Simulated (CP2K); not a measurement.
Consider ethynylacetaldehyde at its PBE geometry (Å).

```xyz
9

C     1.9144    0.5799    0.8303
C     0.9950    0.0009    0.2939
C    -0.1520   -0.6265   -0.3457
C    -1.4003    0.2593   -0.2984
O    -2.2018    0.3343   -1.2095
H     2.7417    1.0728    1.2962
H     0.0501   -0.8909   -1.3935
H    -0.4108   -1.5650    0.1787
H    -1.5361    0.8353    0.6479
```

Method: CP2K XAS_TDP, all-electron GAPW, PBEh(45%), aug-cc-pVDZ, TDA, GW2X-corrected core level, no relativity.

**Question.** Predict the bright core excitations at the C K edge.

Leading lines: C1 288.19 eV, C2 288.23 eV, C3 291.05 eV and C4 288.52 eV. The leading line of an atom is its first one with 35 % of the strongest within 2.5 eV of its lowest line over the strength cut. Core ionisation energies at this level: C2 292.60, C3 293.50, C1 292.56 and C4 295.91 eV.

The first six lines of each atom with a strength over 0.0015:

```tsv
atom	energy (eV)	states	strength, one atom	above the computed threshold
C1 (bonded to C and H)	288.19	1	0.0469	
	288.44	1	0.0459	
	290.67	1	0.0049	
	291.22	1	0.0057	
	291.67	1	0.0028	
	291.91	1	0.0049	
C2 (bonded to 2 C)	288.23	1	0.0475	
	288.31	1	0.0508	
	289.86	1	0.0037	
	293.01	1	0.0034	yes
	293.15	1	0.0033	yes
	293.81	1	0.0041	yes
C3 (bonded to 2 C and 2 H)	291.05	1	0.0124	
	291.24	1	0.0110	
	292.29	1	0.0073	
	292.53	1	0.0097	
	293.23	1	0.0036	
	293.49	1	0.0047	
C4 (bonded to C, O and H)	288.52	1	0.0681	
	293.85	1	0.0134	
	294.39	1	0.0148	
	294.49	1	0.0027	
	295.23	1	0.0028	
	295.30	1	0.0016
```

Lines are vertical, at one geometry, with no vibrational structure. GW2X ionisation energies and lines can be off by 1 to 2 eV either way, and a good line position may hide errors that cancel. These values hold no scalar relativity, about 0.1 eV for C 1s. Rydberg lines, and the discretised continuum above threshold, depend on the basis and the box.

[Banner, clock and machine lines of the logs are left out without a mark of their own.]

[Logs are printed without paths, hosts, clocks, repeated set-up lines and the standing remarks that a program may print on its own settings, such as how far it seeks lower states.]

[Hosts, paths, dates, database ids (printed as entryN), source tags and the programs' standing remarks are cut or masked in the printed files.]
